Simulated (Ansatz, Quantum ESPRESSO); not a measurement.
# H-CC-Cl chair, 1 layer: biaxial strain by an ASE script, part 2 of 2

Wanted: deformation of the bands of H-CC-Cl chair, 1 layer, driven from Python.

Quantum ESPRESSO 7.5; plane-wave DFT, PBE, GBRV ultrasoft pseudopotentials; geometry by Ansatz 0.2.0 with PAW datasets.

So far: Starting point; Geometry from Ansatz.

## 3. Running the series

Under ESM bc1 levels count from the vacuum, or from the mean of the two vacuum levels where the sheet has a dipole, so band edges at unlike strains can be compared.

Level of this step: plane-wave DFT, PBE, GBRV ultrasoft pseudopotentials (Quantum ESPRESSO 7.5).

run.py reads:

```python
import json
import numpy as np
from ase import Atoms
from ase.calculators.espresso import Espresso, EspressoProfile

profile = EspressoProfile(command='mpirun -n 2 pw.x -nk 2', pseudo_dir='../pseudo')
pseudopotentials = {'C': 'c_pbe_v1.2.uspp.F.UPF', 'Cl': 'cl_pbe_v1.4.uspp.F.UPF', 'H': 'h_pbe_v1.4.uspp.F.UPF'}
system = {'ecutwfc': 40, 'ecutrho': 200, 'occupations': 'smearing', 'smearing': 'fd', 'degauss': 0.002}


def calculator(name, kpts, **extra):
    data = dict(control=dict(tprnfor=True, verbosity='high', disk_io='none'),
                system=system | extra,
                electrons=dict(conv_thr=1e-09, mixing_beta=0.4, mixing_mode='plain',
                               electron_maxstep=100))
    return Espresso(profile=profile, directory=name, pseudopotentials=pseudopotentials, kpts=kpts, input_data=data)


def centre(atoms):
    z = atoms.positions[:, 2]
    atoms.positions[:, 2] -= (z.max() + z.min()) / 2  # ESM wants the slab about z = 0
    return atoms

sheet = Atoms(
    ['Cl', 'C', 'C', 'H'],
    scaled_positions=[
        [0.6666666667, 0.3333333333, 0.4097732827],
        [0.6666666667, 0.3333333333, 0.5058326009],
        [0.3333333333, 0.6666666667, 0.5314292445],
        [0.3333333333, 0.6666666667, 0.5916429181]],
    cell=[
        [2.759862056098, 0.000000000000, 0.000000000000],
        [-1.379931028049, 2.390110651522, 0.000000000000],
        [0.000000000000, 0.000000000000, 18.356666666700]],
    pbc=True)

rows = []
for strain in [-0.03, -0.015, 0.0, 0.015, 0.03]:
    atoms = sheet.copy()
    atoms.set_cell(sheet.cell.array * [[1 + strain], [1 + strain], [1]], scale_atoms=True)
    atoms = centre(atoms)
    atoms.calc = calculator(f's{strain:+.3f}', (18, 18, 1), assume_isolated='esm', esm_bc='bc1', nbnd=12)
    energy = atoms.get_potential_energy()
    levels = np.array([atoms.calc.get_eigenvalues(kpt=i) for i in range(len(atoms.calc.get_ibz_k_points()))])
    top, bottom = levels[:, 7].max(), levels[:, 8].min()
    direct = (levels[:, 8] - levels[:, 7]).min()
    rows.append([strain, energy, top, bottom, direct])
    print(f'strain {strain:+.3f}: E = {energy:.5f} eV, valence top {top:.3f}, conduction bottom {bottom:.3f}, '
          f'gap {bottom - top:.3f}, least direct gap {direct:.3f} eV')

x, energy, top, bottom, direct = np.array(rows).T
area = np.linalg.norm(np.cross(*sheet.cell[:2]))
stiffness = np.polyfit(x, energy, 2)[0] / area * 16.0218  # C11 + C12, heights clamped
print(f'valence and conduction edges move by {np.polyfit(x, top, 1)[0]:.2f} and {np.polyfit(x, bottom, 1)[0]:.2f} eV per unit biaxial strain')
print(f'C11 + C12 with clamped heights: {stiffness:.1f} N/m')
json.dump(dict(rows=rows, stiffness=stiffness), open('result.json', 'w'))
```

Command:

```console
$ OMP_NUM_THREADS=1 python run.py
```

Log:

```text
strain -0.030: E = -779.63206 eV, valence top -2.171, conduction bottom -2.171, gap 0.000, least direct gap 0.000 eV
strain -0.015: E = -779.70639 eV, valence top -2.192, conduction bottom -2.062, gap 0.131, least direct gap 0.131 eV
strain +0.000: E = -779.73048 eV, valence top -2.498, conduction bottom -1.974, gap 0.524, least direct gap 0.524 eV
strain +0.015: E = -779.70788 eV, valence top -2.805, conduction bottom -1.923, gap 0.882, least direct gap 0.882 eV
strain +0.030: E = -779.64472 eV, valence top -3.090, conduction bottom -1.878, gap 1.212, least direct gap 1.212 eV
valence and conduction edges move by -16.34 and 4.82 eV per unit biaxial strain
C11 + C12 with clamped heights: 248.0 N/m
```

The job ended after 1.7 min (2 MPI ranks of AMD EPYC 9R45, shared host; peak memory 0.31 GiB; 3.3 min of CPU time).

The input that ASE wrote for the first run, and its log:

```
&CONTROL
   verbosity        = 'high'
   tprnfor          = .true.
   disk_io          = 'none'
   pseudo_dir       = '../pseudo'
/
&SYSTEM
   nbnd             = 12
   ecutwfc          = 40
   ecutrho          = 200
   occupations      = 'smearing'
   degauss          = 0.002
   smearing         = 'fd'
   assume_isolated  = 'esm'
   esm_bc           = 'bc1'
   ntyp             = 3
   nat              = 4
   ibrav            = 0
/
&ELECTRONS
   electron_maxstep = 100
   conv_thr         = 1e-09
   mixing_mode      = 'plain'
   mixing_beta      = 0.4
/
&IONS
/
&CELL
/
&FCP
/
&RISM
/
ATOMIC_SPECIES
Cl 35.45 cl_pbe_v1.4.uspp.F.UPF
C 12.011 c_pbe_v1.2.uspp.F.UPF
H 1.008 h_pbe_v1.4.uspp.F.UPF

K_POINTS automatic
18 18 1  0 0 0

CELL_PARAMETERS angstrom
2.67706619441506 0.00000000000000 0.00000000000000
-1.33853309720753 2.31840733197634 0.00000000000000
0.00000000000000 0.00000000000000 18.35666666670000

ATOMIC_POSITIONS angstrom
Cl 1.3385330973 0.7728024439 -1.6692601369  
C 1.3385330973 0.7728024439 0.0940687475  
C -0.0000000001 1.5456048881 0.5639378019  
H -0.0000000001 1.5456048881 1.6692601369
```

```text
Program PWSCF v.7.5 starts
[citation notice left out]

     Parallel version (MPI & OpenMP), running on       2 processor cores
     Number of MPI processes:                 2
     Threads/MPI process:                     1

     MPI processes distributed on     1 nodes
[... 1 line left out ...]

Warning: card &CELL ignored
Warning: card &FCP ignored
Warning: card &RISM ignored

     Current dimensions of program PWSCF are:
     Max number of different atomic species (ntypx) = 10
     Max number of k-points (npk) =  40000
     Max angular momentum in pseudopotentials (lmaxx) =  4
     Message from routine setup:
     using ibrav=0 with symmetry is DISCOURAGED, use correct ibrav instead

     K-points division:     npool     =       2
     Subspace diagonalization in iterative solution of the eigenvalue problem:
     a serial algorithm will be used

     G-vector sticks info
     --------------------
     sticks:   dense  smooth     PW     G-vecs:    dense   smooth      PW
     Sum         361     283     85                36769    26305    4735

     Using Slab Decomposition

     bravais-lattice index     =            0
     lattice parameter (alat)  =       5.0589  a.u.
     unit-cell volume          =     768.8458 (a.u.)^3
     number of atoms/cell      =            4
     number of atomic types    =            3
     number of electrons       =        16.00
     number of Kohn-Sham states=           12
     kinetic-energy cutoff     =      40.0000  Ry
     charge density cutoff     =     200.0000  Ry
     scf convergence threshold =      1.0E-09
     mixing beta               =       0.4000
     number of iterations used =            8  plain     mixing
     Exchange-correlation=  SLA  PW   PBX  PBC
                           (   1   4   3   4   0   0   0)

     Effective Screening Medium Method
     =================================
     Boundary Conditions: Vacuum-Slab-Vacuum
     total charge in unit cell        =   0.0000
     grid points for fit at edges     =        4

[... 10 lines left out ...]
     PseudoPot. # 1 for Cl read from file:
     ../pseudo/cl_pbe_v1.4.uspp.F.UPF
     Pseudo is Ultrasoft + core correction, Zval =  7.0
     Generated by new atomic code, or converted to UPF format
     Using radial grid of  909 points,  6 beta functions with:
                l(1) =   0
                l(2) =   0
                l(3) =   1
                l(4) =   1
                l(5) =   2
                l(6) =   2
     Q(r) pseudized with  8 coefficients,  rinner =    1.300   1.300   1.300
                                                       1.300   1.300

     PseudoPot. # 2 for C  read from file:
     ../pseudo/c_pbe_v1.2.uspp.F.UPF
     Pseudo is Ultrasoft + core correction, Zval =  4.0
     Generated by new atomic code, or converted to UPF format
     Using radial grid of  721 points,  4 beta functions with:
                l(1) =   0
[... 774 lines left out ...]
     estimated scf accuracy    <          5.7E-10 Ry
     smearing contrib. (-TS)   =      -0.00010020 Ry
     internal energy E=F+TS    =     -57.30180467 Ry

     The total energy is F=E-TS. E is the sum of the following terms:
     one-electron contribution =     387.70049703 Ry
     hartree contribution      =    -191.87561114 Ry
     xc contribution           =     -17.45079501 Ry
     ewald contribution        =    -235.67589555 Ry

     convergence has been achieved in  17 iterations

     negative rho (up, down):  1.335E-02 0.000E+00

     Forces acting on atoms (cartesian axes, Ry/au):

     atom    1 type  1   force =     0.00000000    0.00000000   -0.00258526
     atom    2 type  2   force =     0.00000000    0.00000000    0.00367252
     atom    3 type  2   force =     0.00000000    0.00000000   -0.00758956
     atom    4 type  3   force =     0.00000000    0.00000000    0.00652757
     The non-local contrib.  to forces
     atom    1 type  1   force =     0.00000000   -0.00000000    0.49544449
     atom    2 type  2   force =     0.00000000   -0.00000000   -0.19014306
     atom    3 type  2   force =     0.00000000    0.00000000   -0.04363290
     atom    4 type  3   force =     0.00000000    0.00000000   -0.17544417
     The ionic contribution  to forces
     atom    1 type  1   force =    -0.00000000    0.00000000  -36.44061392
     atom    2 type  2   force =    -0.00000000    0.00000000    9.89759441
     atom    3 type  2   force =     0.00000000   -0.00000000   17.32497685
     atom    4 type  3   force =     0.00000000   -0.00000000    9.21804266
     The local contribution  to forces
     atom    1 type  1   force =    -0.00000000    0.00000000   35.95462685
     atom    2 type  2   force =    -0.00000000    0.00000000   -9.70543352
     atom    3 type  2   force =     0.00000000   -0.00000000  -17.29064894
     atom    4 type  3   force =     0.00000000   -0.00000000   -9.03606778
     The core correction contribution to forces
     atom    1 type  1   force =     0.00000000   -0.00000000   -0.01195608
     atom    2 type  2   force =     0.00000000   -0.00000000    0.00163404
     atom    3 type  2   force =    -0.00000000    0.00000000    0.00169900
     atom    4 type  3   force =     0.00000000    0.00000000    0.00000000
     The Hubbard contrib.    to forces
     atom    1 type  1   force =     0.00000000    0.00000000    0.00000000
     atom    2 type  2   force =     0.00000000    0.00000000    0.00000000
     atom    3 type  2   force =     0.00000000    0.00000000    0.00000000
     atom    4 type  3   force =     0.00000000    0.00000000    0.00000000
     The SCF correction term to forces
     atom    1 type  1   force =     0.00000000    0.00000000   -0.00008659
     atom    2 type  2   force =     0.00000000    0.00000000    0.00002065
     atom    3 type  2   force =     0.00000000   -0.00000000    0.00001644
     atom    4 type  3   force =     0.00000000   -0.00000000   -0.00000314

     Total force =     0.010972     Total SCF correction =     0.000091
     Message from routine punch:
     Nothing written, as per user request (disk_io='none')

[... 1 line left out ...]

[... 1 line left out ...]

[... 1 line left out ...]

[... 3 lines left out ...]

[... 1 line left out ...]

[... 2 lines left out ...]

[... 1 line left out ...]

[... 1 line left out ...]

=------------------------------------------------------------------------------=
   JOB DONE.
=------------------------------------------------------------------------------=
```

Numbers from this step:

- biaxial stiffness: 248.0 N/m

Table of band edge from the vacuum level by biaxial strain:

```
biaxial strain (%)  valence top (eV)  conduction bottom (eV)
             -3.00             -2.17                   -2.17
             -1.50             -2.19                   -2.06
              0.00             -2.50                   -1.97
              1.50             -2.81                   -1.92
              3.00             -3.09                   -1.88
```

Table of gap by biaxial strain:

| biaxial strain (%) | on the mesh (eV) | least direct (eV) |
| --- | --- | --- |
| -3.00 | 0 | 0 |
| -1.50 | 0.131 | 0.131 |
| 0.00 | 0.524 | 0.524 |
| 1.50 | 0.882 | 0.882 |
| 3.00 | 1.21 | 1.21 |

Table of energy over the lowest by biaxial strain:

| biaxial strain (%) | energy over the lowest (meV) |
| --- | --- |
| -3.00 | 98.4 |
| -1.50 | 24.1 |
| 0.00 | 0 |
| 1.50 | 22.6 |
| 3.00 | 85.8 |

## 4. The script: PBEsol, GBRV ultrasoft

Level of this step: plane-wave DFT, PBEsol, GBRV ultrasoft pseudopotentials (Quantum ESPRESSO 7.5).

run.py is the input of step 3 with these lines changed:

```diff
@@ -6,3 +6,3 @@
 profile = EspressoProfile(command='mpirun -n 2 pw.x -nk 2', pseudo_dir='../pseudo')
-pseudopotentials = {'C': 'c_pbe_v1.2.uspp.F.UPF', 'Cl': 'cl_pbe_v1.4.uspp.F.UPF', 'H': 'h_pbe_v1.4.uspp.F.UPF'}
+pseudopotentials = {'C': 'c_pbesol_v1.2.uspp.F.UPF', 'Cl': 'cl_pbesol_v1.4.uspp.F.UPF', 'H': 'h_pbesol_v1.4.uspp.F.UPF'}
 system = {'ecutwfc': 40, 'ecutrho': 200, 'occupations': 'smearing', 'smearing': 'fd', 'degauss': 0.002}
```

Command:

```console
$ OMP_NUM_THREADS=1 python run.py
```

Log:

```text
strain -0.030: E = -778.15491 eV, valence top -2.132, conduction bottom -2.132, gap 0.000, least direct gap 0.000 eV
strain -0.015: E = -778.19683 eV, valence top -2.173, conduction bottom -1.991, gap 0.182, least direct gap 0.182 eV
strain +0.000: E = -778.18898 eV, valence top -2.494, conduction bottom -1.918, gap 0.577, least direct gap 0.577 eV
strain +0.015: E = -778.13537 eV, valence top -2.802, conduction bottom -1.863, gap 0.938, least direct gap 0.938 eV
strain +0.030: E = -778.04213 eV, valence top -3.086, conduction bottom -1.816, gap 1.271, least direct gap 1.271 eV
valence and conduction edges move by -16.91 and 5.08 eV per unit biaxial strain
C11 + C12 with clamped heights: 243.7 N/m
```

Elapsed: 90 s, on 2 MPI ranks; peak memory 0.31 GiB.

Read from the output:

| Quantity | Value |
| --- | --- |
| biaxial stiffness | 243.7 N/m |

The band edge from the vacuum level by biaxial strain:

```
biaxial strain (%)  valence top (eV)  conduction bottom (eV)
             -3.00             -2.13                   -2.13
             -1.50             -2.17                   -1.99
              0.00             -2.49                   -1.92
              1.50             -2.80                   -1.86
              3.00             -3.09                   -1.82
```

The gap by biaxial strain:

| biaxial strain (%) | on the mesh (eV) | least direct (eV) |
| --- | --- | --- |
| -3.00 | 0 | 0 |
| -1.50 | 0.182 | 0.182 |
| 0.00 | 0.577 | 0.577 |
| 1.50 | 0.938 | 0.938 |
| 3.00 | 1.27 | 1.27 |

The energy over the lowest by biaxial strain:

```csv
biaxial strain (%),energy over the lowest (meV)
-3.00,41.9
-1.50,0
0.00,7.85
1.50,61.5
3.00,155
```

## 5. By hand

Under equal strain ε in the plane, E = A (C11 + C12) ε². From the points at ±1.5 %: d²E/dε² = (24.09 + 22.60 − 2 × 0.00) meV / 0.015² = 208 eV, and 208/(2 × 6.596 Å²) × 16.02 = 252 N/m.

## 6. What came out

```json
{
 "C11 + C12, heights clamped, PBE, GBRV ultrasoft": "248 N/m",
 "C11 + C12, heights clamped, PBEsol, GBRV ultrasoft": "244 N/m"
}
```

What this shows: The sheet's biaxial stiffness comes to 248 N/m (PBE, GBRV ultrasoft). The bands touch or overlap at some strains, so edges by band count are no gaps there. Heights are clamped under strain, which makes a sheet with several atomic planes too stiff. Zero strain is the PBE cell; under PBEsol the energy is lowest near -1.0 %, so its stiffness is taken away from its own minimum. Semilocal gaps are too small. The sheet carries a dipole, so the two faces have unlike vacuum levels and the zero lies between them.

[Logs are printed without paths, hosts, clocks, repeated set-up lines and the standing remarks that a program may print on its own settings, such as how far it seeks lower states.]

[Hosts, paths, dates, database ids (printed as entryN), source tags and the programs' standing remarks are cut or masked in the printed files.]

[Maps of the electrostatic potential energy from Ansatz leave out the sawtooth potential of an applied field or a dipole correction, so their vacuum need not be flat; planar profiles and work functions include it.]
